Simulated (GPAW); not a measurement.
# In K-edge XANES of InAg (Pm-3m)

What does one-electron theory with a core hole give for the In K edge of InAg (Pm-3m)?

Main program and level: GPAW 26.7.0; X-ray absorption from dipole matrix elements to empty bands, plane-wave PAW LDA.

### 1. Starting point

The structure is cubic, space group Pm-3m (No. 221). Conventional cell: a = 3.465 Å, b = 3.465 Å, c = 3.465 Å, α = 90.00°, β = 90.00°, γ = 90.00°. Nearest to In lie 8 Ag at 3.00 Å. Nearest to Ag lie 8 In at 3.00 Å. Farther neighbours are not listed.

Structure file:

```xyz
2
Lattice="3.4648 0.0000 0.0000 0.0000 3.4648 0.0000 0.0000 0.0000 3.4648" Properties=species:S:1:pos:R:3 pbc="T T T"
In    1.7324    1.7324    1.7324
Ag    0.0000    0.0000    0.0000
```

### 2. Ground state of the crystal

The ground state comes first: it tells whether the system has a gap, which decides how the excited electron is treated.

Input file scf.py:

```python
import numpy as np
from ase import Atoms
from ase.parallel import parprint, paropen
from gpaw import GPAW, PW, FermiDirac, Mixer, MixerDif, setup_paths
from gpaw.test import gen
setup_paths.insert(0, '.')
gen('In', name='nch1s', xcname='LDA', corehole=(1, 0, 0), write_xml=True)
from gpaw.mpi import world
world.barrier()

atoms = Atoms('InAg',
    cell=[[3.46478866, 0, 0],
     [0, 3.46478866, 0],
     [0, 0, 3.46478866]],
    scaled_positions=[[0.5, 0.5, 0.5],
     [0, 0, 0]],
    pbc=True)
atoms.calc = calc = GPAW(legacy_gpaw=True, mode=PW(430), xc='LDA', setups={0: 'nch1s'},
    kpts={'size': (7, 7, 7), 'gamma': True}, occupations=FermiDirac(0.05),
    charge=0, mixer=Mixer(0.1, 5, 50), maxiter=150,
    convergence={'density': 0.0001}, txt='scf.txt')
energy = atoms.get_potential_energy() + calc.get_reference_energy()
ef = calc.get_fermi_level()
out = dict(energy=energy, fermi=ef, forces=atoms.get_forces().tolist())
parprint(f'all-electron energy {energy:.4f} eV, Fermi level {ef:.4f} eV')
ev = np.array([[calc.get_eigenvalues(k, s) for k in range(len(calc.get_ibz_k_points()))] for s in range(calc.get_number_of_spins())])
out['homo'], out['lumo'], out['counts'] = ev[ev < ef].max(), ev[ev > ef].min(), sorted(set((ev < ef).sum((0, 2)).tolist()))
out['filled'] = (ev[:, 0] < ef).sum(1).tolist()
import json
with paropen('out.json', 'w') as f:
    json.dump(out, f)
```

Run with:

```console
OMP_NUM_THREADS=1 mpirun -n 4 gpaw python scf.py
```

Numbers of over 12 decimals in the logs are rounded to 6 here.

What it wrote:

```text
Input parameters:
  convergence: {density: 0.0001}
  kpts: {gamma: True,
         size: (7, 7, 7)}
  maxiter: 150
  mixer: {backend: pulay,
          beta: 0.1,
          method: separate,
          nmaxold: 5,
          weight: 50}
  mode: {ecut: 430.0,
         name: pw}
  occupations: {fixmagmom: False,
                name: fermi-dirac,
                width: 0.05}
  setups: {0: nch1s}

Initialize ...

[... PAW data sets ...]

Reference energy: -304298.822675  # eV

Spin-paired calculation

[... convergence settings ...]
Symmetries present (total): 48
  [... symmetry matrices ...]

343 k-points: 7 x 7 x 7 Monkhorst-Pack grid
20 k-points in the irreducible part of the Brillouin zone
       k-points in crystal coordinates                weights
   0:     0.00000000    0.00000000    0.00000000          1/343
   1:     0.14285714    0.00000000    0.00000000          6/343
   2:     0.14285714    0.14285714    0.00000000         12/343
   3:     0.14285714    0.14285714    0.14285714          8/343
   4:     0.28571429    0.00000000    0.00000000          6/343
   5:     0.28571429    0.14285714    0.00000000         24/343
   6:     0.28571429    0.14285714    0.14285714         24/343
   7:     0.28571429    0.28571429    0.00000000         12/343
   8:     0.28571429    0.28571429    0.14285714         24/343
   9:     0.28571429    0.28571429    0.28571429          8/343
          ...
  19:     0.42857143    0.42857143    0.42857143          8/343

Wave functions: Plane wave expansion
  Cutoff energy: 430.000 eV
  Number of coefficients (min, max): 826, 861
  Pulay-stress correction: 0.000000 eV/Ang^3 (de/decut=0.000000)
  Using FFTW library
  Wavefunction extrapolation:
    Improved wavefunction reuse through dual PAW basis

Occupation numbers: Fermi-Dirac:
  width: 0.0500  # eV

Eigensolver
   Davidson(niter=2)

Densities:
  Coarse grid: 18*18*18 grid
  Fine grid: 36*36*36 grid
  Total Charge: 0.000000

Density mixing:
  Method: separate
  Backend: pulay
  Linear mixing parameter: 0.1
  old densities: 5
  Width of damping distribution: 1.1
  Damping of long wavelength oscillations: 50

[... Hamiltonian set-up ...]
Number of atoms: 2
Number of atomic orbitals: 21
Number of bands in calculation: 21
Number of valence electrons: 30
Bands to converge: occupied

... initialized

Initializing position-dependent things.

Density initialized from atomic densities
Creating initial wave functions:
  21 bands from LCAO basis set

Positions:
   0 In     1.732394    1.732394    1.732394    ( 0.0000,  0.0000,  0.0000)
   1 Ag     0.000000    0.000000    0.000000    ( 0.0000,  0.0000,  0.0000)

Unit cell:
           periodic     x           y           z      points  spacing
  1. axis:    yes    3.464789    0.000000    0.000000    18     0.1925
  2. axis:    yes    0.000000    3.464789    0.000000    18     0.1925
  3. axis:    yes    0.000000    0.000000    3.464789    18     0.1925

  Lengths:   3.464789   3.464789   3.464789
  Angles:   90.000000  90.000000  90.000000

Effective grid spacing dv^(1/3) = 0.1925

iter:   1    -7.623221
iter:   2    -7.387382   -2.22  -1.49
iter:   3    -7.187612   -2.21  -1.58
iter:   4    -7.178794   -2.88  -1.86
iter:   5    -7.165621   -3.32  -2.18
iter:   6    -7.160495   -3.52  -3.03
iter:   7    -7.160069c  -4.96  -3.27
iter:   8    -7.160067c  -5.74  -3.71
iter:   9    -7.160064c  -6.44  -3.80
iter:  10    -7.160062c  -7.63c -4.50c

Converged after 10 iterations.

Dipole moment: (-0.000000, -0.000000, -0.000000) |e|*Ang

Energy contributions relative to reference atoms: (reference = -304298.822675)

Kinetic:         +5.030671
Potential:       -5.384617
External:        +0.000000
XC:              -7.207562
Entropy (-ST):   -0.008696
Local:           +0.405793
SIC:             +0.000000
--------------------------
Free energy:     -7.164410
Extrapolated:    -7.160062

Showing only first 2 kpts
 Kpt  Band  Eigenvalues  Occupancy
  0    13      3.23145    2.00000
  0    14     10.87855    0.00000
  0    15     10.87855    0.00000
  0    16     10.87855    0.00000

  1    13      3.22535    2.00000
  1    14      8.89174    0.00000
  1    15     11.33075    0.00000
  1    16     11.33075    0.00000

Fermi level: 7.64969

No gap
No difference between direct/indirect transitions

Forces in eV/Ang:
  0 In    0.00000    0.00000    0.00000
  1 Ag   -0.00000    0.00000    0.00000
Scalar-relativistic atomic LDA calculation for In (Indium, Z=49)
Core hole in 1s state (1s occupation: 2.0)
750 radial gridpoints.
|------------------------------------------------|
|------------------------------------------------|
[... the atom generator's iteration count ...]

Energy contributions:
-------------------------
Kinetic:    +6115.706985
XC:          -154.227029
Potential: -11835.281838
-------------------------
Total:      -5873.801881

state      eigenvalue         ekin         rmax
-----------------------------------------------
1s^2.0 : -1017.581163  1293.631098        0.019
2s^2.0 :  -152.446255   268.061049        0.109
2p^6.0 :  -137.031768   255.000706        0.087
3s^2.0 :   -28.909165    75.654698        0.316
3p^6.0 :   -23.842856    70.276235        0.309
3d^10.0:   -15.913640    63.755979        0.258
4s^2.0 :    -4.386138    20.023956        0.769
4p^6.0 :    -2.868927    16.821852        0.815
4d^10.0:    -0.688051    10.519707        0.931
5s^2.0 :    -0.311406     2.273089        2.145
5p^1.0 :    -0.099218     1.069591        2.831
-----------------------------------------------
(units: Bohr and Hartree)

Generating PAW setup
Kinetic energy of the core from tauc = 6169.397022
Cutoffs:
rc(s)=2.240
rc(p)=2.350
rc(d)=2.170
rc(vbar)=2.230
rc(comp)=2.150
rc(nct)=2.350

Kinetic energy of the core states: 6004.894149
Charge: 0.0
Core electrons: 36.0
Valence electrons: 13.0
Pseudo-core charge: 0.566428
Shape function alpha=2.163
Pseudo-electron charge 6.831912
state    eigenvalue         norm
--------------------------------
5s(2) :    -0.311406     1.087807
*s    :     0.688594
5p(1) :    -0.099218     1.008179
*p    :     0.900782
4d(10):    -0.688051     0.308169
*d    :     0.311949
--------------------------------

Diagonalizing with gridspacing h=0.050

state   all-electron     PAW
-------------------------------
5s:      -0.311406    -0.312130
5p:      -0.099218    -0.099945
4d:      -0.688051    -0.689005
*f:                    0.063553
-------------------------------
all-electron energy -304305.9827 eV, Fermi level 7.6497 eV
```

The job ended after 4.1 s (4 MPI ranks of Arm Neoverse V2, shared host; peak memory 0.17 GiB; 16 s of CPU time).

The mesh shows no gap, so the system is treated as a metal and the core electron is put at the Fermi level (neutral cell).

### 3. Spectrum without a core hole, In atom 1

This cheap baseline ignores the attraction of the hole: it shows the absorber's empty states as they are in the ground state. The data set with a hole of occupation 0 only carries the core orbital.

The absorber has 8 Ag at 3.00 Å and 6 In at 3.46 Å (cube and octahedron, as in bcc, site symmetry m-3m).

Input file xas.py:

```python
import numpy as np
from ase import Atoms
from ase.parallel import parprint, paropen
from gpaw import GPAW, PW, FermiDirac, Mixer, MixerDif, setup_paths
from gpaw.test import gen
setup_paths.insert(0, '.')
gen('In', name='nch1s', xcname='LDA', corehole=(1, 0, 0), write_xml=True)
from gpaw.mpi import world
world.barrier()

atoms = Atoms('InAg',
    cell=[[3.46478866, 0, 0],
     [0, 3.46478866, 0],
     [0, 0, 3.46478866]],
    scaled_positions=[[0.5, 0.5, 0.5],
     [0, 0, 0]],
    pbc=True)
atoms.calc = calc = GPAW(legacy_gpaw=True, mode=PW(430), xc='LDA', setups={0: 'nch1s'},
    kpts={'size': (10, 10, 10), 'gamma': True}, occupations=FermiDirac(0.1),
    charge=0, mixer=Mixer(0.1, 5, 50), maxiter=150,
    convergence={'density': 0.0001}, txt='scf.txt')
energy = atoms.get_potential_energy() + calc.get_reference_energy()
ef = calc.get_fermi_level()
out = dict(energy=energy, fermi=ef, forces=atoms.get_forces().tolist())
parprint(f'all-electron energy {energy:.4f} eV, Fermi level {ef:.4f} eV')
ev = np.array([[calc.get_eigenvalues(k, s) for k in range(len(calc.get_ibz_k_points()))] for s in range(calc.get_number_of_spins())])
out['homo'], out['lumo'], out['counts'] = ev[ev < ef].max(), ev[ev > ef].min(), sorted(set((ev < ef).sum((0, 2)).tolist()))
out['filled'] = (ev[:, 0] < ef).sum(1).tolist()

from ase.units import Ha
from gpaw.xas import dipole_matrix_elements
nb = int(calc.get_number_of_electrons() / 2) + 28
top = nb
nscf = calc.fixed_density(kpts={'size': (7, 7, 7), 'gamma': True},
    convergence={'eigenstates': 1.0}, txt='nscf.txt')
nscf.diagonalize_full_hamiltonian(nbands=nb)
cell = atoms.cell.array
ops = [cell.T @ U.T @ np.linalg.inv(cell.T) for U in nscf.wfs.kd.symmetry.op_scc]
E = np.arange(-25, 34, 0.1)
fwhm = np.interp(E, [4, 25], [7.91, 7.91])
Y, X, zero, highest = 0, 0, 1e9, 1e9
for spin in range(nscf.get_number_of_spins()):
    wfs = nscf.wfs
    A = dipole_matrix_elements(wfs.setups[0])
    eps = np.zeros((wfs.kd.nibzkpts, nb))
    d = np.zeros((3, A.shape[1], wfs.kd.nibzkpts, nb), complex)
    for kpt in wfs.kpt_u:
        if kpt.s == spin and 0 in kpt.P_ani:
            eps[kpt.k] = kpt.eps_n * Ha
            d[:, :, kpt.k] = (kpt.weight * wfs.nspins / 2) ** 0.5 * np.inner(A, kpt.P_ani[0])
    world.sum(eps)
    world.sum(d)
    T = np.einsum('amkn,bmkn->abkn', d, d.conj()).real
    T = sum(np.einsum('ai,ijkn,bj->abkn', R, T, R) for R in ops) / len(ops)
    empty = eps > ef
    zero, highest = min(zero, eps[empty].min()), min(highest, eps[:, top - 1].min())
    lines = [(eps, T, empty)] if spin == 0 else lines + [(eps, T, empty)]
for eps, T, empty in lines:
    f = np.einsum('aakn->akn', T).reshape(3, -1)
    x = eps.ravel() - zero
    w = np.interp(x, E, fwhm) / 2.35482
    g = np.exp(-0.5 * ((E[:, None] - x) / w) ** 2) / (w * (2 * np.pi) ** 0.5)
    Y = Y + (f * empty.ravel()) @ g.T
    X = X + (f * ~empty.ravel()) @ g.T
out.update(E=E.round(2).tolist(), xas=Y.tolist(), xes=X.tolist(), zero=zero, valid=highest - zero, nk=len(eps), nb=nb)
for i in range(0, len(E), 10):
    parprint(f'{E[i]:7.2f}', *(f'{v:10.3e}' for v in Y[:, i]))
import json
with paropen('out.json', 'w') as f:
    json.dump(out, f)
```

Run with:

```console
OMP_NUM_THREADS=1 mpirun -n 4 gpaw python xas.py
```

What it wrote:

```text
Input parameters:
  convergence: {density: 0.0001}
  kpts: {gamma: True,
         size: (10, 10, 10)}
  maxiter: 150
  mixer: {backend: pulay,
          beta: 0.1,
          method: separate,
          nmaxold: 5,
          weight: 50}
  mode: {ecut: 430.0,
         name: pw}
  occupations: {fixmagmom: False,
                name: fermi-dirac,
                width: 0.1}
  setups: {0: nch1s}

Initialize ...

[...]
*d    :     0.311949
--------------------------------

Diagonalizing with gridspacing h=0.050

state   all-electron     PAW
-------------------------------
5s:      -0.311406    -0.312130
5p:      -0.099218    -0.099945
4d:      -0.688051    -0.689005
*f:                    0.063553
-------------------------------
all-electron energy -304305.9802 eV, Fermi level 7.8017 eV
[...]
32.00  1.696e-08  1.696e-08  1.696e-08
  33.00  1.724e-08  1.724e-08  1.724e-08
[key lines of the parts left out:]
Converged after 10 iterations.
Dipole moment: (-0.000000, -0.000000, 0.000000) |e|*Ang
Free energy:     -7.171677
Fermi level: 7.80170
```

Elapsed: 13 s, on 4 MPI ranks; peak memory 0.26 GiB.

The In K spectrum, In atom 1, no core hole (energy from the lowest empty level; intensity scaled to a mean of 1 over the first 20 eV):

```tsv
E (eV)	intensity
-2.0	0.25
-1.0	0.37
0.0	0.51
1.0	0.66
2.0	0.81
3.0	0.95
4.0	1.06
5.0	1.14
6.0	1.19
7.0	1.21
8.0	1.20
9.0	1.17
10.0	1.13
11.0	1.08
12.0	1.03
13.0	0.99
14.0	0.95
15.0	0.93
16.0	0.92
17.0	0.92
18.0	0.93
19.0	0.94
20.0	0.96
21.0	0.97
22.0	0.96
23.0	0.95
24.0	0.94
25.0	0.91
26.0	0.89
27.0	0.87
28.0	0.85
29.0	0.85
30.0	0.86
31.0	0.88
```

Main maxima below 28 eV (height): 7.2 eV (1.21) and 21.4 eV (0.97). A K edge sees empty p states on the absorber.

The same matrix elements for filled bands give the In K emission of In atom 1 (ground-state approximation; energy from the lowest empty level, largest value 1):

```tsv
E (eV)	emission
-24.00	0.00
-23.25	0.00
-22.50	0.00
-21.75	0.00
-21.00	0.00
-20.25	0.00
-19.50	0.00
-18.75	0.00
-18.00	0.00
-17.25	0.00
-16.50	0.01
-15.75	0.01
-15.00	0.01
-14.25	0.02
-13.50	0.04
-12.75	0.06
-12.00	0.09
-11.25	0.13
-10.50	0.19
-9.75	0.26
-9.00	0.34
-8.25	0.44
-7.50	0.55
-6.75	0.66
-6.00	0.76
-5.25	0.85
-4.50	0.93
-3.75	0.98
-3.00	1.00
-2.25	0.99
-1.50	0.94
-0.75	0.87
0.00	0.77
0.75	0.66
1.50	0.54
2.25	0.43
3.00	0.33
```

Emission maxima: -3.0 eV (1.00).

### 4. Reference energy of the supercell

The photon energy needs a difference of total energies, so the cell and mesh of the coming hole run are first run without a hole.

scf.py, as its differences from that of step 2:

```diff
@@ -10,11 +10,25 @@
 
-atoms = Atoms('InAg',
-    cell=[[3.46478866, 0, 0],
-     [0, 3.46478866, 0],
-     [0, 0, 3.46478866]],
-    scaled_positions=[[0.5, 0.5, 0.5],
-     [0, 0, 0]],
+atoms = Atoms('In8Ag8',
+    cell=[[6.92957732, 0, 0],
+     [0, 6.92957732, 0],
+     [0, 0, 6.92957732]],
+    scaled_positions=[[0.25, 0.25, 0.25],
+     [0.25, 0.25, 0.75],
+     [0.25, 0.75, 0.25],
+     [0.75, 0.25, 0.25],
+     [0.25, 0.75, 0.75],
+     [0.75, 0.25, 0.75],
+     [0.75, 0.75, 0.25],
+     [0.75, 0.75, 0.75],
+     [0, 0, 0],
+     [0, 0, 0.5],
+     [0, 0.5, 0],
+     [0.5, 0, 0],
+     [0, 0.5, 0.5],
+     [0.5, 0, 0.5],
+     [0.5, 0.5, 0],
+     [0.5, 0.5, 0.5]],
     pbc=True)
 atoms.calc = calc = GPAW(legacy_gpaw=True, mode=PW(430), xc='LDA', setups={0: 'nch1s'},
-    kpts={'size': (7, 7, 7), 'gamma': True}, occupations=FermiDirac(0.05),
+    kpts={'size': (4, 4, 4), 'gamma': True}, occupations=FermiDirac(0.1),
     charge=0, mixer=Mixer(0.1, 5, 50), maxiter=150,
```

Run with:

```console
OMP_NUM_THREADS=1 mpirun -n 4 gpaw python scf.py
```

What it wrote:

```text
Input parameters:
  convergence: {density: 0.0001}
  kpts: {gamma: True,
         size: (4, 4, 4)}
  maxiter: 150
  mixer: {backend: pulay,
          beta: 0.1,
          method: separate,
          nmaxold: 5,
          weight: 50}
  mode: {ecut: 430.0,
         name: pw}
  occupations: {fixmagmom: False,
                name: fermi-dirac,
                width: 0.1}
  setups: {0: nch1s}

Initialize ...

[...]
*s    :     0.688594
5p(1) :    -0.099218     1.008179
*p    :     0.900782
4d(10):    -0.688051     0.308169
*d    :     0.311949
--------------------------------

Diagonalizing with gridspacing h=0.050

state   all-electron     PAW
-------------------------------
5s:      -0.311406    -0.312130
5p:      -0.099218    -0.099945
4d:      -0.688051    -0.689005
*f:                    0.063553
-------------------------------
all-electron energy -2434447.7689 eV, Fermi level 7.7656 eV
[key lines of the parts left out:]
Converged after 13 iterations.
Dipole moment: (-0.000000, -0.000000, -0.000000) |e|*Ang
Free energy:    -57.286672
Fermi level: 7.76565
```

Run time: 1.9 min. Hardware: 4 MPI ranks; peak memory 0.43 GiB.

Reference energy: -2434447.769 eV with the cores included.

(Continued in part 2 of 2.)

[Banner, clock and machine lines of the logs are left out without a mark of their own.]

[Logs are printed without paths, hosts, clocks, repeated set-up lines and the standing remarks that a program may print on its own settings, such as how far it seeks lower states.]

[Hosts, paths, dates, database ids (printed as entryN), source tags and the programs' standing remarks are cut or masked in the printed files.]

[Lists of maxima count a maximum above −3 eV only where it reaches 4 % of the highest in the window and stands out from its surroundings by 2 % of it (1.5 % where it reaches 55 %); shoulders and weaker maxima are passed over, and of the rest the first, up to two pre-edge ones and the few strongest are named.]
